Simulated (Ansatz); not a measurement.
**Structural relaxation of twisted Ti2CO2 MXene bilayer, 21.79° (70 atoms)**

Aim: bring twisted Ti2CO2 MXene bilayer, 21.79° (70 atoms) to a nearby minimum of the energy and see what moves.

Method: Kohn-Sham DFT, PBEsol, PAW (set soft_2), plane waves, in Ansatz 0.2.0.

## 1. The starting structure

The cell holds 70 atoms: 14 C, 28 Ti and 28 O. Its edges and angles: a = 8.017 Å, b = 8.017 Å, c = 23.630 Å, α = 90.0°, β = 90.0°, γ = 120.0°. It derives from Ti2CO2 (Ti2CO2 MXene). Ti2CO2 MXene (a = 3.03 Å) under Ti2CO2 MXene (a = 3.03 Å), bilayer, commensurate cell of 7 unit cells a layer, twist 21.79 deg; facing planes 2.75 Å apart; 12 Å of vacuum; layers as built, displaced by a Gaussian of 0.01 Å. Regions: layer 1, 35 atoms (7 C, 14 Ti and 14 O); layer 2, 35 atoms (7 C, 14 Ti and 14 O). Vacuum lies along c.

Before any run, some limits are plain. The functional has no dispersion term, which matters for the binding between molecules or layers. The main run has no spin polarisation, so moments on Ti can't form in it, and no Hubbard term.

## 2. Single point at the start

A single point comes first, to see the forces before anything moves.

File input.yaml:

```yaml
crystal:
  lattice:
    - [8.0166, 0.0, 0.0]
    - [-4.0083, 6.94258, 0.0]
    - [0.0, 0.0, 23.63]
  atoms:
    - { symbol: C, position: [0.99746, 0.99652, 0.34814] }
    - { symbol: Ti, position: [0.18938, 0.2367, 0.40296] }
    - { symbol: Ti, position: [0.23949, 0.05155, 0.29185] }
    - { symbol: O, position: [0.24032, 0.04828, 0.44232] }
    [... 60 atom lines left out ...]
    - { symbol: O, position: [0.95367, 0.76313, 0.55762] }
    - { symbol: C, position: [0.85543, 0.28489, 0.65216] }
    - { symbol: Ti, position: [0.0948, 0.47407, 0.7081] }
    - { symbol: Ti, position: [0.04718, 0.23917, 0.59679] }
    - { symbol: O, position: [0.04807, 0.23963, 0.74575] }
    - { symbol: O, position: [0.09621, 0.47869, 0.55864] }
kpoints:
  mp_grid: { grid: [3, 3, 1] }
hamiltonian:
  xc: pbesol
scf:
  occupations: { method: gaussian, width: 0.05 }
output:
  forces: true
```

The run is started by

```
$ ansatz run input.yaml --threads 4 --pin off --max-ram 15872MiB --backend cpu --events-out ev --progress --plain --runs-dir out
```

The job ended after 3.7 min (4 threads of Arm Neoverse N1, shared host; peak memory 7.5 GiB).

Read from the output:

```yaml
free_energy: -88502.2000 eV
free_energy_per_atom: -1264.3171 eV/atom
scf_cycles: 13
r_m_s_force_component: 0.2132 eV/Å
longest_force: 0.6973 eV/Å
fermi_energy: 4.36 eV
```

The r.m.s. force component of 0.21 eV/Å sets the starting point.

Length of the force by element:

```
element  coordination  atoms  mean length of the force (eV/Å)  spread   least   most
      C           all     14                            0.332  0.0883   0.228  0.598
      O           all     28                            0.401   0.139  0.0983  0.697
     Ti           all     28                            0.299   0.113  0.0622  0.536
```

## 3. Relaxation

With the cell held, the atoms are moved downhill towards a nearby minimum.

Edit input.yaml of step 2 so:

```diff
@@ -15 +15,4 @@
   forces: true
+relax:
+  f_tol: 0.05
+  max_steps: 53
```

Wall time 12 min (4 threads); peak memory 7.6 GiB.

The steps of the relaxation:

```
step  energy less that of the first step (eV)  largest force component (eV/Å)
   1                                   0.0000                          0.6778
   2                                  -0.3552                          0.4017
   3                                  -0.4520                          0.0258
   4                                  -0.4521                          0.0255
```

The atoms that moved most (Å):

```
atom      dx      dy      dz  length
 O65  -0.002  -0.010   0.197   0.197
 O19   0.000  -0.001  -0.192   0.192
  O4  -0.011  -0.003  -0.191   0.192
 O29  -0.010   0.016  -0.182   0.183
 O55  -0.005   0.008   0.181   0.181
 O60   0.003   0.011   0.180   0.181
 O14   0.011   0.003  -0.180   0.180
 O34  -0.002   0.004  -0.179   0.179
```

The relaxation changed the energy by -6.46 meV/atom, and atoms moved by 0.14 Å r.m.s., 0.20 Å at most.

## 4. Distances and neighbours after relaxation

Bonds before and after, by the cutoffs listed below:

```
pair  bonds before  bonds after  mean before (Å)  mean after (Å)  spread before (Å)  spread after (Å)
O-Ti            84           84            1.970           1.961              0.013             0.002
Ti-C            84           84            2.187           2.174              0.015             0.002
```

Normalised to the volume that the atoms fill. g(r), total and by pair (bins of 0.2 Å):

```
r (Å)  total   O-O  O-Ti   O-C  Ti-Ti   Ti-C    C-C
 1.90   2.69  0.00  8.40  0.00   0.00   0.00   0.00
 2.10   2.22  0.00  0.00  0.00   0.00  13.85   0.00
 2.30   0.00  0.00  0.00  0.00   0.00   0.00   0.00
 2.50   0.00  0.00  0.00  0.00   0.00   0.00   0.00
 2.70   1.36  0.00  0.00  8.50   0.00   0.00   0.00
 2.90   0.00  0.00  0.00  0.00   0.00   0.00   0.00
 3.10   3.42  7.23  0.00  0.00  10.51   0.00  14.35
 3.30   0.07  0.42  0.00  0.00   0.00   0.00   0.00
 3.50   0.29  0.00  0.91  0.00   0.00   0.00   0.00
 3.70   1.61  0.35  2.50  0.00   0.00   4.73   0.00
 3.90   0.05  0.31  0.00  0.00   0.00   0.00   0.00
 4.10   0.66  0.00  0.14  3.85   0.00   0.00   0.00
 4.30   0.48  0.50  0.38  0.00   1.75   0.00   0.00
 4.50   0.00  0.00  0.00  0.00   0.00   0.00   0.00
 4.70   2.30  1.72  6.32  0.00   0.00   0.03   0.00
 4.90   0.96  0.00  0.19  0.00   0.03   5.60   0.00
 5.10   0.94  0.54  0.09  5.00   0.19   0.00   0.00
 5.30   1.46  2.40  0.17  0.17   5.02   0.00   4.80
 5.50   0.33  1.21  0.16  0.46   0.05   0.00   0.00
 5.70   0.09  0.00  0.15  0.00   0.28   0.00   0.00
 5.90   0.17  0.27  0.13  0.41   0.13   0.00   0.00
 6.10   0.85  2.03  0.19  0.26   1.78   0.00   3.56
 6.30   1.49  1.61  3.40  0.36   0.29   0.24   0.00
 6.50   0.65  0.11  0.13  0.23   0.06   3.40   0.00
 6.70   0.67  0.10  0.26  3.16   0.10   0.32   0.00
 6.90   0.88  0.20  1.64  0.20   1.60   0.20   0.00
 7.10   0.69  0.19  0.84  0.47   0.18   1.75   0.00
 7.30   0.31  0.00  0.18  1.40   0.00   0.17   0.00
```

Bonds by pair of elements; cutoffs follow the first minimum of g(r), held within bounds set by covalent radii, and pairs that aren't listed don't count as bonded:

```
pair A-B  cutoff (Å)  bonds  mean length (Å)  spread (Å)  shortest (Å)  B about A  A about B
    O-Ti        2.64     84             1.96       0.002          1.96          3          3
    Ti-C        2.64     84             2.17       0.002          2.17          3          6
```

How many atoms have how many bonded neighbours:

```
element  mean   3   6
      C     6   0  14
      O     3  28   0
     Ti     6   0  28
```

Bond angles, per cent of each kind in bins of 5°:

```
angle (°)  C-Ti-O  Ti-C-Ti  C-Ti-C  O-Ti-O  Ti-O-Ti
    80–85    66.7      0.0     0.0     0.0      0.0
    85–90     0.0     40.0   100.0     0.0      0.0
    90–95     0.0     40.0     0.0     0.0      0.0
   95–100     0.0      0.0     0.0     0.0      0.0
  100–105     0.0      0.0     0.0   100.0    100.0
  105–110     0.0      0.0     0.0     0.0      0.0
  110–115     0.0      0.0     0.0     0.0      0.0
  115–120     0.0      0.0     0.0     0.0      0.0
  120–125     0.0      0.0     0.0     0.0      0.0
  125–130     0.0      0.0     0.0     0.0      0.0
  130–135     0.0      0.0     0.0     0.0      0.0
  135–140     0.0      0.0     0.0     0.0      0.0
  140–145     0.0      0.0     0.0     0.0      0.0
  145–150     0.0      0.0     0.0     0.0      0.0
  150–155     0.0      0.0     0.0     0.0      0.0
  155–160     0.0      0.0     0.0     0.0      0.0
  160–165     0.0      0.0     0.0     0.0      0.0
  165–170     0.0      0.0     0.0     0.0      0.0
  170–175    33.3      0.0     0.0     0.0      0.0
  175–180     0.0     20.0     0.0     0.0      0.0
```

Bond angles (no mean is given where the spread exceeds 20°):

```
  angle  count  mean (°)  spread (°)
 C-Ti-O    252         -           -
Ti-C-Ti    210         -           -
 C-Ti-C     84      88.4         0.1
 O-Ti-O     84       101         0.1
Ti-O-Ti     84       101         0.1
```

With the cutoffs above, all C atoms have 6, all O atoms have 3 and all Ti atoms have 6 bonded neighbours.

## 5. Single point at the relaxed geometry

One more single point at the end of the walk gives the fuller output and checks the residual forces.

File input.yaml:

```yaml
crystal:
  lattice:
    - [8.0166, 0.0, 0.0]
    - [-4.0083, 6.94258, 0.0]
    - [0.0, 0.0, 23.63]
  atoms:
    - { symbol: C, position: [0.00043, 0.00033, 0.34213] }
    - { symbol: Ti, position: [0.1907, 0.23873, 0.3967] }
    - { symbol: Ti, position: [0.23842, 0.04829, 0.28749] }
    - { symbol: O, position: [0.23867, 0.04782, 0.43422] }
    [... 60 atom lines left out ...]
    - { symbol: O, position: [0.95271, 0.7617, 0.56595] }
    - { symbol: C, position: [0.85739, 0.28549, 0.65812] }
    - { symbol: Ti, position: [0.09536, 0.47577, 0.71274] }
    - { symbol: Ti, position: [0.04759, 0.23777, 0.60342] }
    - { symbol: O, position: [0.0478, 0.23783, 0.75025] }
    - { symbol: O, position: [0.09543, 0.47597, 0.56599] }
kpoints:
  mp_grid: { grid: [3, 3, 1] }
hamiltonian:
  xc: pbesol
scf:
  occupations: { method: gaussian, width: 0.05 }
output:
  forces: true
  populations: true
  dos:
    method: { smearing: { sigma: 0.15 } }
    de: 0.1
    projected:
      site_lists:
        C: [C]
        O: [O]
        Ti: [Ti]
        layer_1: [0, 1, 2, 3, 4, 5, 6, 7, 8, 9, 10, 11, 12, 13, 14, 15, 16, 17, 18, 19, 20, 21, 22, 23, 24, 25, 26, 27, 28, 29, 30, 31, 32, 33, 34]
        layer_2: [35, 36, 37, 38, 39, 40, 41, 42, 43, 44, 45, 46, 47, 48, 49, 50, 51, 52, 53, 54, 55, 56, 57, 58, 59, 60, 61, 62, 63, 64, 65, 66, 67, 68, 69]
  eigenvalues: true
  write_density: true
  write_potential: true
  volumetric_format: npy
  elf: true
```

Run time: 7.7 min. Hardware: 4 threads; peak memory 8 GiB; 31 min of CPU time.

The program notes that the exchange-correlation potential is rough where the density is thin.

Numbers from this run:

```yaml
free_energy: -88502.6520 eV
free_energy_per_atom: -1264.3236 eV/atom
scf_cycles: 13
r_m_s_force_component: 0.00707 eV/Å
longest_force: 0.02551 eV/Å
fermi_energy: 4.389 eV
spacing_of_highest_filled_and_lowest_empty_level: 0.447 eV
potential_in_mid_vacuum_over_the_fermi_level: 5.547 eV
potential_4p5_a_over_the_upper_face: 5.548 eV
potential_4p5_a_under_the_lower_face: 5.546 eV
spilling_of_the_projection: 0.00361
```

Löwdin charges by element (they lack the spilled electrons, 0.029 e an atom on average):

```
element  coordination  atoms  mean charge (e)  spread   least    most
      C           all     14           -0.883  2.0e-4  -0.884  -0.883
      O           all     28           -0.592   0.001  -0.593  -0.589
     Ti           all     28             1.11  0.0024    1.10    1.11
```

By region:

```
 region  atoms  mean length of the force (eV/Å)
layer 1     35                            0.012
layer 2     35                             0.01
```

States in the cell by windows of 0.5 eV, zero at the Fermi level; the larger projections on atomic orbitals stand beside the total:

```
from (eV)  to (eV)  total  layer 1  layer 2  Ti d   O p  C p
      -10     -9.5    7.0      3.4      3.5   1.6   0.1  0.0
     -9.5       -7    0.0      0.0      0.0   0.0   0.0  0.0
       -7     -6.5    2.3      1.1      1.1   0.6   1.0  0.4
     -6.5       -6   13.5      6.8      6.7   3.3   6.8  1.9
       -6     -5.5   34.7     17.2     17.2   8.5  22.1  1.9
     -5.5       -5   33.6     16.7     16.7   8.7  19.6  3.8
       -5     -4.5   54.2     26.9     26.9  12.6  35.3  4.4
     -4.5       -4   28.7     14.2     14.3   3.8  22.2  0.7
       -4     -3.5    5.6      2.8      2.8   1.6   2.4  1.3
     -3.5       -3   16.0      7.9      7.9   4.9   5.7  4.8
       -3     -2.5   17.0      8.4      8.4   5.2   4.5  6.5
     -2.5       -2   18.1      9.0      8.9   4.6   5.0  7.9
       -2     -1.5   16.0      7.9      8.0   5.0   3.5  7.1
     -1.5       -1    9.8      4.9      4.9   2.3   3.1  3.9
       -1     -0.5    1.6      0.8      0.8   0.4   0.5  0.7
     -0.5        0    0.9      0.4      0.4   0.1   0.3  0.5
        0      0.5   12.2      6.1      6.0   9.2   2.4  0.3
      0.5        1   16.6      8.2      8.2  13.5   2.1  0.7
        1      1.5   26.9     13.4     13.3  23.9   1.5  1.0
      1.5        2   38.8     19.2     19.3  34.2   2.5  1.2
```

Between -26 and -10 eV lie 77 more states.

The stored curve holds about 336 of the 560 electrons; the rest, give or take the few that broadening carries across the Fermi level, lie in deeper levels below its range.

The levels nearest the highest filled one (over half full), pooled over k-points and spins:

```
level less the highest filled one (eV)  occupation
                                -0.763           2
                                -0.762           2
                               -0.0041           2
                               -0.0036           2
                               -3.0e-4           2
                                     0           2
                                 0.447           0
                                 0.447           0
                                 0.448           0
                                 0.450           0
                                 0.450           0
                                 0.451           0
```

Planar average of the electrostatic potential energy along the normal, with the Fermi level as zero, after a running mean with a triangular window 4 Å wide at its base:

```
height (Å)  potential energy (eV)
       0.0                   5.55
       0.7                   5.55
       1.3                   5.55
       2.1                   5.54
       2.7                   5.54
       3.4                   5.45
       4.0                   4.79
       4.7                   2.13
       5.3                  -1.55
       6.1                  -6.48
       6.6                  -8.89
       7.4                  -9.45
       8.1                  -9.27
       8.7                  -9.42
       9.5                  -9.04
      10.0                  -6.85
      10.8                  -2.09
      11.4                   1.19
      12.1                   1.66
      12.7                  -1.08
      13.4                  -6.00
      14.0                  -8.66
      14.8                  -9.47
      15.4                  -9.28
      16.1                  -9.38
      16.8                  -9.19
      17.4                  -7.27
      18.2                  -2.62
      18.8                   1.31
      19.5                   4.44
      20.1                   5.37
      20.8                   5.54
      21.4                   5.55
      22.2                   5.55
      22.7                   5.55
      23.5                   5.55
```

Mean Löwdin charges: C -0.88, O -0.59, Ti +1.11 e (they miss 0.36 % of the electrons, so they add up to more than the cell's charge). The largest share in the top eV of filled states is C p (43 % of the projected weight), and in the lowest eV of empty states Ti d (82 % of the projected weight). The potential stands 5.77 eV above the highest filled level over the upper face and 5.77 eV under the lower one, a reading of the ionisation potential at this level.

## 6. Outcome

- energy change in the relaxation: -6.458 meV/atom
- r.m.s. displacement: 0.141 Å
- largest displacement: 0.197 Å
- free energy per atom: -1264.3236 eV/atom
- r.m.s. force component: 0.00707 eV/Å
- gap (highest filled to lowest empty level): 0.447 eV
- potential in mid-vacuum, over the Fermi level: 5.547 eV
- wall time of the 3 DFT runs: 23 min

**Reading.** Relaxation lowers the energy by 6.46 meV/atom and moves atoms by 0.14 Å r.m.s.; the r.m.s. force component goes from 0.21 to 0.0071 eV/Å. By the final cutoffs no bond was broken or made. From the first step to the last the energy fell by 0.452 eV, and the largest move was 0.20 Å (O65). The Ti-C bonds change most in mean length: from 2.187 Å (spread 0.015) to 2.174 Å (spread 0.002). With the cutoffs above, all C atoms have 6, all O atoms have 3 and all Ti atoms have 6 bonded neighbours. The highest filled and lowest empty levels differ by 0.447 eV (on the run's k-points); a semilocal functional tends to put such gaps too low. The potential stands 5.77 eV above the highest filled level over the upper face and 5.77 eV under the lower one, a reading of the ionisation potential at this level.

[Logs are printed without paths, hosts, clocks, repeated set-up lines and the standing remarks that a program may print on its own settings, such as how far it seeks lower states.]

[Hosts, paths, dates, database ids (printed as entryN), source tags and the programs' standing remarks are cut or masked in the printed files.]
